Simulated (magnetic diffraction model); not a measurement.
# Solving a magnetic structure from powder neutron data: TmRu

Space group Pnma (no. 62), a = 6.8640 Å, b = 4.3640 Å, c = 5.2540 Å.

```csv
site,atom,x,y,z
4c,Tm,0.6836,1/4,0.3566
4c,Ru,0.5441,1/4,0.8485
```

This is a made-up structure (elements placed in a structure type, unrelaxed), so the numbers test the method and describe no known phase.

Only Tm is taken to order (form factors of Tm3+); orders and moment sizes are assumed, and not adapted to the symmetry. Radiation: neutrons of λ = 1.909 Å, 8° to 60°; isotropic B of 0.4 Å² (Tm) and 0.36 Å² (Ru). Simulated constant-wavelength pattern: nuclear and magnetic terms add, the magnetic one as |2.695 fm × Σ f S⊥ exp(2πi Q·r) exp(−B s²)|², summed over all Q at one angle with the factor 1/(sin²θ cos θ). For collinear order S is the moment m, which repeats by lattice and centring translations R with the sign exp(−2πi k·R). Free-ion form factors, Sears's scattering lengths of 1992, no absorption; a label names one of the reflections at its angle. The strongest nuclear line in the range is 100, and lines under 0.2 are left out.

Above the ordering temperature:

```tsv
2θ (°)	index	I
26.45	(1 0 1)	9.1
32.30	(2 0 0)	1.0
36.90	(1 1 1)	17.5
38.80	(2 0 1)	1.1
41.44	(2 1 0)	67.5
42.61	(0 0 2)	6.2
45.79	(1 0 2)	46.4
46.87	(2 1 1)	100.0
51.88	(0 2 0)	56.4
53.02	(1 1 2)	92.2
54.13	(3 0 1)	25.2
54.46	(2 0 2)	0.4
59.16	(1 2 1)	4.2
```

Below it (cell unchanged):

```
2θ (°)      I
 16.35  605.2
 22.94   51.9
 26.45    9.1
 32.30    1.0
 34.15   22.7
 36.40  121.5
 36.90   17.5
 37.92   94.8
 38.80    1.1
 39.80   60.5
 41.44   67.5
 42.61    6.2
 43.15   12.4
 45.79   46.4
 46.87  100.0
 47.71   24.2
 50.49   17.0
 51.88   56.4
 52.16   66.7
 52.30    6.0
 53.02   92.2
 53.31   65.4
 54.13   25.2
 54.46    0.4
 55.70    0.4
 58.34   63.6
 59.16    4.2
```

**Question.** Find the propagation vector, then choose among these models:
A. collinear moments along [110], 6.2 μB on Tm; signs + at (0.6836, 1/4, 0.3566), + at (0.3164, 3/4, 0.6434), − at (0.8164, 3/4, 0.8566), + at (0.1836, 1/4, 0.1434)
B. collinear moments along [110], 6.2 μB on Tm; signs + at (0.6836, 1/4, 0.3566), + at (0.3164, 3/4, 0.6434), + at (0.8164, 3/4, 0.8566), + at (0.1836, 1/4, 0.1434)
C. collinear moments along [111], 6.2 μB on Tm; signs + at (0.6836, 1/4, 0.3566), + at (0.3164, 3/4, 0.6434), + at (0.8164, 3/4, 0.8566), + at (0.1836, 1/4, 0.1434)
D. collinear moments along [111], 6.2 μB on Tm; signs + at (0.6836, 1/4, 0.3566), + at (0.3164, 3/4, 0.6434), − at (0.8164, 3/4, 0.8566), + at (0.1836, 1/4, 0.1434)

The new lines index as (0 1/2 -1/2) at 16.35°, (1 1/2 -1/2) at 22.94°, (0 1/2 3/2) at 34.15° and (2 1/2 1/2) at 36.40°, that is as H ± k with k = (0 1/2 1/2). Half indices mean that the moments reverse under translations with k·R a half-integer, and the magnetic cell has twice the primitive volume.

Magnetic intensity, observed (below minus above) and for each model:

| 2θ (°) | index | observed | A | B | C | D |
| --- | --- | --- | --- | --- | --- | --- |
| 16.35 | (0 1/2 1/2) | 605.2 | 281.5 | 502.1 | 605.2 | 257.7 |
| 22.94 | (1 1/2 1/2) | 51.9 | 136.0 | 41.0 | 51.9 | 174.3 |
| 34.15 | (0 1/2 3/2) | 22.7 | 68.8 | 39.6 | 22.7 | 51.5 |
| 36.40 | (2 1/2 1/2) | 121.5 | 71.6 | 88.9 | 121.5 | 84.1 |
| 37.92 | (1 1/2 3/2) | 94.8 | 105.2 | 135.7 | 94.8 | 84.1 |
| 43.15 | (1 3/2 1/2) | 12.4 | 68.8 | 12.3 | 12.4 | 72.1 |
| 52.16 | (2 3/2 1/2) | 66.7 | 15.9 | 54.3 | 66.7 | 26.7 |
| 58.34 | (1 1/2 5/2) | 63.6 | 39.5 | 77.4 | 63.6 | 29.5 |

Model C matches.

The structure used: k = (0 1/2 1/2), collinear moments along [111], 6.2 μB on Tm; signs + at (0.6836, 1/4, 0.3566), + at (0.3164, 3/4, 0.6434), + at (0.8164, 3/4, 0.8566), + at (0.1836, 1/4, 0.1434).

[Logs are printed without paths, hosts, clocks, repeated set-up lines and the standing remarks that a program may print on its own settings, such as how far it seeks lower states.]
